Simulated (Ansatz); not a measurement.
# ZnIn (hypothetical, Fm-3m): a volume series of phonon spectra, part 2 of 3

Wanted: mode Grüneisen parameters of ZnIn (hypothetical) and a free-energy fit over volumes. The crystal structure is hypothetical: it was made by swapping elements on a known structure type.

Ansatz 0.2.0; DFT PBE, scalar-relativistic, plane waves, PAW.

So far. Step 2 (A first coarse run): The start is under 41 GPa at this level and looks like a metal on this mesh. Step 5 (Tight relaxation): The residual pressure is 0.0011 GPa, small enough for phonons.

## (6) Phonons, V/V0 1

The same q-mesh and k-mesh are kept at every volume, so that much of their error can cancel in the differences.

input.yaml reads:

```yaml
crystal:
  lattice:
    - [0.0, 2.8666907563, 2.8666907563]
    - [2.8666907563, 0.0, 2.8666907563]
    - [2.8666907563, 2.8666907563, 0.0]
  atoms:
    - { symbol: In, position: [0.0, 0.0, 0.0] }
    - { symbol: Zn, position: [0.5, 0.5, 0.5] }
kpoints:
  mp_grid: { grid: [12, 12, 12] }
hamiltonian:
  xc: pbe
scf:
  occupations: { method: methfessel_paxton, width: 0.15 }
output:
  eigenvalues: true
phonons:
  method: dfpt
  qmesh: [4, 4, 4]
  temperatures: { t_max: 1000, t_step: 50 }
  qpath:
    path:
      - [[0.0, 0.0, 0.0], [0.5, 0.0, 0.5], [0.625, 0.25, 0.625]]
      - [[0.375, 0.375, 0.75], [0.0, 0.0, 0.0], [0.5, 0.5, 0.5], [0.5, 0.25, 0.75], [0.5, 0.0, 0.5]]
    npoints: 10
```

Command:

```console
ansatz run input.yaml --threads 4 --pin off --max-ram 8192MiB --backend cpu --events-out ev --progress --plain --runs-dir out
```

Numbers of over 12 decimals in the logs are rounded to 6 here.

What it wrote:

```text
[...]
Crystal: 2 atoms, lattice volume = 47.116 Å³
Basis set: ecut = 420 eV, 941 PW (Γ), exchange–correlation on 60×60×60 points (8 copies of the dense FFT grid, shifted against one another)
Bands: 17, of which v1, the nominal top of the filled ones, is band 13 counted from 1 (12 counted from 0)
Symmetry: 48 space group operations
k-points: 72 of 1728
[...]
SCF iter   1: F=—  HF=-8916.549909 eV  |F-HF|=—  |Δ(HF+E_count)|=         —  Δρ=1.21e-3  dr2=3.98e-4  ethr=1.77e-3  ⟨swp⟩=5.0  Hψ=5714  notcnv=0
[...]
SCF iter  10: F=-8916.548882 eV  HF=-8916.548882 eV  |F-HF|=1.82e-12  |Δ(HF+E_count)|=  1.09e-11  S|Δr|=    0.00e0  Δρ=4.34e-8  dr2=7.92e-13  ethr=1.00e-12  ⟨swp⟩=6.9  Hψ=5700  notcnv=0
SCF 1 converged in 10 iterations: F = -8916.548882 eV  dr2 = 7.92e-13
[...]
phonons: the bands overlap, so this run is a metal and interpolates without the dipole-dipole term. If the crystal is really an insulator or semiconductor, its LO-TO splitting is missing
NSCF: frozen V_eff on 72 k-points
WARN: eigensolver did not converge in 5 slots of this pass, the one above among them; of largest residual over every band (k=28): 1 band(s) unlocked (lowest unlocked band 16, counted from 0; max residual 2.07e-5 eV among the unlocked bands, 2.07e-5 eV over every band); of lowest unlocked band (k=27): band 16
[...]
DFPT response loops at q = (0, 0, 0) (fractional): preconditioner auto → Kerker (q_TF=auto, 2.455 Å⁻¹) (partly filled bands, converged f_vac=0.000); β = 1.00, the filter's whole step (`scf.mixing.beta` (0.50) is not read by the response loops under this deck's `scf.mixing.preconditioner`; to damp them name `kerker` or `kerker_dos`, under which they read `scf.mixing.beta`, and type it under 1.00, their step now; both keys bind the ground state too); Broyden in place of MSR1
[...]
SCF converged after 10 iterations
[...]
Free energy (F): -8916.548882 eV
[...]
Internal energy: -8916.550396 eV  (E = F + TS)
E sigma→0 (E₀):  -8916.549261 eV
Entropy (-TS):   0.001514 eV (0.757 meV/atom)
Fermi energy:    8.650262 eV
[...]
--- Band table (eV; the first three rows and the last of 72) ---
  k-point 0: bands = [... 9 lower, 1.5033, 1.5033, 12.1284, 12.1284, 12.1284, 14.1295, 17.1907, 17.1907]
  k-point 1: bands = [... 9 lower, 1.4964, 1.4964, 11.1103, 12.1183, 12.1183, 14.7280, 16.5547, 17.2901]
  k-point 2: bands = [... 9 lower, 1.4945, 1.4945, 9.4284, 12.1115, 12.1115, 14.8569, 16.3027, 16.3027]
  k-point 71: bands = [... 9 lower, 1.5492, 4.9927, 5.6413, 6.8084, 6.8084, 14.8564, 15.0855, 17.3714]
--- Phonons (Γ-DFPT): 2 representative perturbations + reference (Σ response iterations 6) ---
  ASR residual: 6.138e-5 → 0.000e0 eV/Å²; symmetrization residual: 4.753e-6 eV/Å²
  ASR residual per site (eV/Å²): 6.87e-6 6.14e-5
  Γ frequencies (cm⁻¹): 0.00 0.00 0.00 122.90 122.90 122.90
--- Phonons (arbitrary-q DFPT): 8 irreducible q on the 4×4×4 mesh ---
  q = [0.0000, 0.0000, 0.0000] (star 1, of the zone-centre solve; hermiticity 4.11e-6, symmetrization 6.38e-12): -0.00 0.00 0.00 122.90 122.90 122.90
  q = [0.0000, 0.0000, 0.2500] (star 8, 2 solved perturbations on 936 of 1728 k-point pairs; hermiticity 1.72e-6, symmetrization 1.16e-11): 40.52 40.52 50.45 109.82 109.82 120.79
[...]
q = [0.0000, 0.2500, 0.2500] (star 6, 4 solved perturbations in 1608 linear systems a pass and spin channel, the states on 510 of 1728 k-point pairs; hermiticity 2.29e-6, symmetrization 7.82e-13): -20.43 -20.43 72.86 103.18 129.12 129.12
[...]
sum rule: each row above includes the acoustic sum rule's correction from the zone centre's row sums; it moved no ω² by more than (0.51 cm⁻¹)²
  mesh force constants: q→R imaginary residual 9.84e-18; ASR residual 6.138e-5 → 0.000e0 eV/Å²; symmetrization residual 2.665e-15 eV/Å²
  interpolated dispersion: 62 rows × 6 modes
  density of states and harmonic sums: on the 20×20×20 q-mesh, interpolated from the force constants of a 4×4×4 supercell (no non-analytic term)
  largest difference from the sums on the solved wave vectors: F 3.48e-2 eV, S 4.31e-5 and C_V 8.27e-6 eV/K
  zero-point energy: 0.027858 eV/cell   skipped modes (ω ≤ 0): 265, of them read as no rigid motion or as one in doubt: 262 (1.029e0 modes/cell left out, lowest -39.83 cm⁻¹)   left out of the sums: 1.72e-1 of the cell's modes: C_V's classical limit lies that fraction below 3 k_B per atom; for a crystal, a wire or a layer, F and S can be off by more, and a phonons.interpolated_qmesh denser along its periods is the remedy for the sampling
```

Elapsed: 4.8 min, on 4 threads of Arm Neoverse V2, shared host; peak memory 3.5 GiB; 19 min of CPU time.

This step gave:

```
Γ frequencies                : 0, 0, 0, 122.9, 122.9, 122.9 cm⁻¹ (negative: imaginary)
lowest frequency on the path : -39.75 cm⁻¹
point group                  : m-3m
highest frequency            : 146.4 cm⁻¹
```

No LO-TO term. Phonon branches along the path, in cm⁻¹:

```tsv
point	branch 1	branch 2	branch 3	branch 4	branch 5	branch 6
Γ	0	0	0	123	123	123
halfway	-20	-20	73	103	129	129
X	-29	-21	-21	137	137	146
halfway	-33	-13	-13	133	135	145
U	-39	29	29	123	125	143
jump to K	-39	29	29	123	125	143
halfway	-18	58	72	96	106	130
Γ	0	0	0	123	123	123
halfway	40	40	50	110	110	121
L	68	68	83	91	91	103
halfway	12	16	72	94	126	127
W	-32	-32	75	96	141	141
halfway	-35	-25	33	124	138	145
X	-29	-21	-21	137	137	146
```

The phonon branches as a text plot (rows in cm⁻¹):

```
    143 |         ***********                            ********
    135 |       *********    ***                       **   *****
    127 |  ***** *      ***     *****    **           **      *
    119 |***    *         **      ************       *       *
    111 |   *               *    ***       ** **   **       *
    104 |      *            *** **           ** ****
     96 |    **              ****              ** **********
     88 |                      *                 *
     80 |                      *                ***
     73 |    ***             ** *              *   *********
     65 |                    ***              * ***
     57 |   *   *           *   **           ***   *        *
     49 |                        *          **      *
     42 |  *               *      **       **       *        *
     34 |        *                  *     **         *
     26 |                **         *     *
     18 | *                          *   *            *       *
     11 |               *            *  *             *
      3 |***                      ******
     -5 |   *
    -13 |    **   **   *         *                             *
    -20 |      *    ***         *                      *      ***
    -28 |       *******        *                        *  *** **
    -36 |              ********                          ******
         Γ           X  U|K            Γ         L        W     X
```

Tetrahedra on 20 20 20, mean over bins of 2 cm⁻¹. Table of phonon density of states by wavenumber; read off at these points:

```tsv
wavenumber (cm⁻¹)	phonon density of states (1/cm⁻¹/cell)
-41.0	0
-35.0	0.0319
-29.0	0.0427
-27.0	0.0493
-21.0	0.0326
-15.0	0.0190
-9.0	0.0142
-3.0	0.0129
5.0	0.0147
11.0	0.0154
17.0	0.0172
23.0	0.0202
31.0	0.0247
37.0	0.0263
43.0	0.0277
49.0	0.0286
57.0	0.0308
63.0	0.0355
69.0	0.0375
71.0	0.0480
75.0	0.0326
83.0	1.0e-5
89.0	0
95.0	0.0536
97.0	0.0605
101.0	0.0497
109.0	0.0469
115.0	0.0519
121.0	0.0651
123.0	0.0854
127.0	0.0776
135.0	0.0802
141.0	0.0335
147.0	4.6e-4
```

The modes has structure finer than the step of the table below, so its rows give means over 5 cm⁻¹, whole bins alone (the curve runs from -49.8 to 161 cm⁻¹). Peaks (cm⁻¹: height): In -27.3: 0.0304, 71.9: 0.0382, 134.1: 0.0297; Zn -27.3: 0.0187, 25.6: 0.0104, 95.8: 0.0487, 124.9: 0.0520.

Phonopy on the run's constants, 17x17x17 mesh, Gaussian sigma 2.0 cm⁻¹. The modes by wavenumber; means over each step; values in 1/cm⁻¹/cell:

```tsv
wavenumber (cm⁻¹)	In	Zn
-45	1.4e-4	9.1e-5
-40	0.00483	0.00310
-35	0.0178	0.0113
-30	0.0263	0.0163
-25	0.0279	0.0171
-20	0.0202	0.0122
-15	0.0132	0.00785
-10	0.0125	0.00735
-5	0.00542	0.00318
0	0.00209	0.00120
5	0.00483	0.00283
10	0.00933	0.00539
15	0.0103	0.00583
20	0.0123	0.00681
25	0.0176	0.00985
30	0.0159	0.00873
35	0.0163	0.00834
40	0.0184	0.00927
45	0.0193	0.00926
50	0.0200	0.00829
55	0.0219	0.00861
60	0.0236	0.00717
65	0.0282	0.00652
70	0.0323	0.00489
75	0.0284	0.00290
80	0.00578	3.9e-4
85	2.7e-4	4.4e-4
90	6.4e-4	0.00976
95	0.00425	0.0408
100	0.00794	0.0388
105	0.0110	0.0347
110	0.0138	0.0334
115	0.0167	0.0348
120	0.0225	0.0425
125	0.0287	0.0507
130	0.0289	0.0487
135	0.0280	0.0456
140	0.0165	0.0261
145	0.00551	0.00855
150	3.5e-4	5.4e-4
155	4.0e-7	6.0e-7
```

No LO-TO term. Modes at Γ, with each element's share of the kinetic energy:

```tsv
mode	frequency (cm⁻¹)	symmetry	In %	Zn %
1	0.0	T1u	64	36
2	0.0	T1u	64	36
3	0.0	T1u	64	36
4	122.9	T1u	36	64
5	122.9	T1u	36	64
6	122.9	T1u	36	64
```

Displacements in mode 6 (122.9 cm⁻¹), the largest set to 1:
```
In1  0.00 -0.57 -0.13
Zn2  0.00  1.00  0.23
```

The lowest solved frequency is -32.5 cm⁻¹, so the cell is unstable here and gives no valid free energy.

## (7) Single point at a scaled cell, V/V0 1.015

Symmetry fixes every atom, so a single point at the scaled cell gives the energy and pressure of this member.

The cell differs from the one that the last finished run ended in (a 4.054 → 4.074 Å, b 4.054 → 4.074 Å, c 4.054 → 4.074 Å).

input.yaml, the sections that differ from step 6:

```yaml
crystal:
  lattice:
    - [0.0, 2.8809531341, 2.8809531341]
    - [2.8809531341, 0.0, 2.8809531341]
    - [2.8809531341, 2.8809531341, 0.0]
  atoms:
    - { symbol: In, position: [0.0, 0.0, 0.0] }
    - { symbol: Zn, position: [0.5, 0.5, 0.5] }
output:
  forces: true
  stress: true
  eigenvalues: true
# kpoints, hamiltonian, scf: as in step 6
# phonons: removed
```

What it wrote:

```text
[...]
Crystal: 2 atoms, lattice volume = 47.823 Å³
Basis set: ecut = 420 eV, 941 PW (Γ), exchange–correlation on 60×60×60 points (8 copies of the dense FFT grid, shifted against one another)
Bands: 17, of which v1, the nominal top of the filled ones, is band 13 counted from 1 (12 counted from 0)
Symmetry: 48 space group operations
[...]
k-points: 72 of 1728
[...]
SCF iter   1: F=—  HF=-8916.548670 eV  |F-HF|=—  |Δ(HF+E_count)|=         —  Δρ=1.21e-3  dr2=4.00e-4  ethr=1.77e-3  ⟨swp⟩=5.1  Hψ=5701  notcnv=0
[...]
SCF iter   7: F=-8916.547653 eV  HF=-8916.547653 eV  |F-HF|=9.15e-8  |Δ(HF+E_count)|=   1.12e-7  S|Δr|=    0.00e0  Δρ=1.56e-5  dr2=7.44e-8  ethr=4.00e-10  ⟨swp⟩=5.4  Hψ=4540  notcnv=0
SCF 1 converged in 7 iterations: F = -8916.547653 eV  dr2 = 7.44e-8
[...]
SCF converged after 7 iterations
[...]
Free energy (F): -8916.547653 eV
[...]
Internal energy: -8916.548900 eV  (E = F + TS)
E sigma→0 (E₀):  -8916.547965 eV
Entropy (-TS):   0.001246 eV (0.623 meV/atom)
Fermi energy:    8.473103 eV
[...]
--- Stress (GPa, compression-positive) ---
       -0.547582      -0.000000       0.000000
        0.000000      -0.547582       0.000000
        0.000000       0.000000      -0.547582
  P = ⅓ Tr σ = -0.5476 GPa (-5.476 kbar)
--- Band table (eV; the first three rows and the last of 72) ---
  k-point 0: bands = [... 9 lower, 1.3402, 1.3402, 11.9075, 11.9075, 11.9075, 13.7684, 16.9485, 16.9485]
  k-point 1: bands = [... 9 lower, 1.3338, 1.3338, 10.8827, 11.8977, 11.8977, 14.3867, 16.3335, 17.0256]
  k-point 2: bands = [... 9 lower, 1.3331, 1.3331, 9.2166, 11.8912, 11.8912, 14.5647, 16.0448, 16.0448]
  k-point 71: bands = [... 9 lower, 1.3866, 4.8009, 5.4683, 6.6656, 6.6656, 14.5783, 14.8190, 17.1344]
```

The job ended after 0.81 s (4 threads; peak memory 0.37 GiB).

This step gave:

```yaml
pressure: -0.5476 GPa
volume_per_atom: 23.91 Å³
```

The run ends at a pressure of -0.55 GPa.

## (8) Phonons, V/V0 1.015

The same q-mesh and k-mesh are kept at every volume, so that much of their error can cancel in the differences.

input.yaml, the sections that differ from step 7:

```yaml
output:
  eigenvalues: true
phonons:
  method: dfpt
  qmesh: [4, 4, 4]
  temperatures: { t_max: 1000, t_step: 50 }
  qpath:
    path:
      - [[0.0, 0.0, 0.0], [0.5, 0.0, 0.5], [0.625, 0.25, 0.625]]
      - [[0.375, 0.375, 0.75], [0.0, 0.0, 0.0], [0.5, 0.5, 0.5], [0.5, 0.25, 0.75], [0.5, 0.0, 0.5]]
    npoints: 10
# crystal, kpoints, hamiltonian, scf: as in step 7
```

What it wrote:

```text
[...]
Crystal: 2 atoms, lattice volume = 47.823 Å³
Basis set: ecut = 420 eV, 941 PW (Γ), exchange–correlation on 60×60×60 points (8 copies of the dense FFT grid, shifted against one another)
Bands: 17, of which v1, the nominal top of the filled ones, is band 13 counted from 1 (12 counted from 0)
Symmetry: 48 space group operations
k-points: 72 of 1728
[...]
k-point 71: bands = [... 9 lower, 1.3869, 4.8011, 5.4683, 6.6656, 6.6656, 14.5784, 14.8190, 17.1344]
[...]
ASR residual: 7.958e-5 → 0.000e0 eV/Å²; symmetrization residual: 2.331e-6 eV/Å²
  ASR residual per site (eV/Å²): 4.34e-6 7.96e-5
  Γ frequencies (cm⁻¹): 0.00 0.00 0.00 118.89 118.89 118.89
--- Phonons (arbitrary-q DFPT): 8 irreducible q on the 4×4×4 mesh ---
[...]
interpolated dispersion: 62 rows × 6 modes
[...]
[key lines of the parts left out:]
SCF converged after 10 iterations
Free energy (F): -8916.547653 eV
Fermi energy:    8.473135 eV
```

Run time: 5 min. Hardware: 4 threads; peak memory 3.5 GiB.

No LO-TO term. Phonon branches along the path, in cm⁻¹:

```tsv
point	branch 1	branch 2	branch 3	branch 4	branch 5	branch 6
Γ	0	0	0	119	119	119
halfway	-20	-20	70	100	125	125
X	-26	-20	-20	132	132	142
halfway	-31	-12	-12	128	130	141
U	-37	28	29	119	121	138
jump to K	-37	28	29	119	121	138
halfway	-17	56	69	92	102	125
Γ	0	0	0	119	119	119
halfway	39	39	48	106	106	117
L	66	66	80	88	88	100
halfway	11	15	69	91	122	122
W	-30	-30	73	93	136	136
halfway	-32	-24	32	120	133	140
X	-26	-20	-20	132	132	142
```

The phonon branches as a text plot (rows in cm⁻¹):

```
    138 |           *********                            ********
    130 |       *********    ***                       **   *****
    123 |  ***** *      ***     *****   ***           *       *
    115 |***    *         **      ************       *       *
    108 |                   *    ***       ** **   **       *
    100 |   *  *            *** **           ** ****
     93 |    **              ****              ** **********
     85 |                      *                 **
     78 |                      *                ***
     70 |    ***             ** *              *   *********
     63 |                    ***              * ***
     56 |   *   *           *   **           * *   *
     48 |                        *          ***     *       *
     41 |  *               *      **       **       *        *
     33 |        *                        **         *
     26 |                **         *     *          *
     18 | *                              *            *       *
     11 |               *            *  *             *
      3 |***                      ******
     -4 |   *     **
    -12 |    **        *         *                             *
    -19 |      *    ***         *                      *      ***
    -27 |       *******        *                        ** *** **
    -34 |              ********                           *****
         Γ           X  U|K            Γ         L        W     X
```

The lowest solved frequency is -30.5 cm⁻¹, so the cell is unstable here and gives no valid free energy. The highest zone-centre mode (no LO–TO term) moved by -3.3 % for a volume change of +1.5 %.

## (9) Single point at a scaled cell, V/V0 0.985

Symmetry fixes every atom, so a single point at the scaled cell gives the energy and pressure of this member.

input.yaml, the sections that differ from step 8:

```yaml
crystal:
  lattice:
    - [0.0, 2.8522850319, 2.8522850319]
    - [2.8522850319, 0.0, 2.8522850319]
    - [2.8522850319, 2.8522850319, 0.0]
  atoms:
    - { symbol: In, position: [0.0, 0.0, 0.0] }
    - { symbol: Zn, position: [0.5, 0.5, 0.5] }
output:
  forces: true
  stress: true
  eigenvalues: true
# kpoints, hamiltonian, scf: as in step 8
# phonons: removed
```

What it wrote:

```text
[...]
Crystal: 2 atoms, lattice volume = 46.410 Å³
Basis set: ecut = 420 eV, 893 PW (Γ), exchange–correlation on 54×54×54 points (8 copies of the dense FFT grid, shifted against one another)
Bands: 17, of which v1, the nominal top of the filled ones, is band 13 counted from 1 (12 counted from 0)
Symmetry: 48 space group operations
[...]
k-points: 72 of 1728
[...]
--- Band table (eV; the first three rows and the last of 72) ---
  k-point 0: bands = [... 9 lower, 1.6713, 1.6713, 12.3562, 12.3562, 12.3562, 14.5024, 17.4406, 17.4406]
  k-point 1: bands = [... 9 lower, 1.6640, 1.6640, 11.3439, 12.3458, 12.3458, 15.0804, 16.7826, 17.5604]
  k-point 2: bands = [... 9 lower, 1.6608, 1.6608, 9.6462, 12.3387, 12.3387, 15.1549, 16.5682, 16.5682]
  k-point 71: bands = [... 9 lower, 1.7167, 5.1904, 5.8201, 6.9559, 6.9559, 15.1433, 15.3606, 17.6156]
[key lines of the parts left out:]
SCF converged after 7 iterations
Free energy (F): -8916.547538 eV
Fermi energy:    8.831622 eV
P = ⅓ Tr σ = 0.6187 GPa (6.187 kbar)
```

Run time: 0.82 s. Hardware: 4 threads; peak memory 0.36 GiB; 2.7 s of CPU time.

The run ends at a pressure of 0.62 GPa.

## (10) Phonons, V/V0 0.985

The same q-mesh and k-mesh are kept at every volume, so that much of their error can cancel in the differences.

input.yaml, the sections that differ from step 9:

```yaml
output:
  eigenvalues: true
phonons:
  method: dfpt
  qmesh: [4, 4, 4]
  temperatures: { t_max: 1000, t_step: 50 }
  qpath:
    path:
      - [[0.0, 0.0, 0.0], [0.5, 0.0, 0.5], [0.625, 0.25, 0.625]]
      - [[0.375, 0.375, 0.75], [0.0, 0.0, 0.0], [0.5, 0.5, 0.5], [0.5, 0.25, 0.75], [0.5, 0.0, 0.5]]
    npoints: 10
# crystal, kpoints, hamiltonian, scf: as in step 9
```

What it wrote:

```text
[...]
Crystal: 2 atoms, lattice volume = 46.410 Å³
Basis set: ecut = 420 eV, 893 PW (Γ), exchange–correlation on 54×54×54 points (8 copies of the dense FFT grid, shifted against one another)
Bands: 17, of which v1, the nominal top of the filled ones, is band 13 counted from 1 (12 counted from 0)
Symmetry: 48 space group operations
k-points: 72 of 1728
[...]
k-point 71: bands = [... 9 lower, 1.7165, 5.1904, 5.8201, 6.9559, 6.9559, 15.1433, 15.3606, 17.6156]
[...]
ASR residual: 2.124e-6 → 0.000e0 eV/Å²; symmetrization residual: 3.434e-6 eV/Å²
  ASR residual per site (eV/Å²): 1.59e-6 2.12e-6
  Γ frequencies (cm⁻¹): 0.00 0.00 0.00 126.94 126.94 126.94
--- Phonons (arbitrary-q DFPT): 8 irreducible q on the 4×4×4 mesh ---
[...]
interpolated dispersion: 62 rows × 6 modes
[...]
[key lines of the parts left out:]
SCF converged after 10 iterations
Free energy (F): -8916.547538 eV
Fermi energy:    8.831608 eV
```

It took 4.9 min on 4 threads; peak memory 3.4 GiB; 19 min of CPU time.

The lowest solved frequency is -34.6 cm⁻¹, so the cell is unstable here and gives no valid free energy. The highest zone-centre mode (no LO–TO term) moved by +3.3 % for a volume change of -1.5 %.

(Continued in part 3 of 3.)

[Logs are printed without paths, hosts, clocks, repeated set-up lines and the standing remarks that a program may print on its own settings, such as how far it seeks lower states.]

[Hosts, paths, dates, database ids (printed as entryN), source tags and the programs' standing remarks are cut or masked in the printed files.]

[A step with changed settings may run another functional than the one named; its input shows which.]


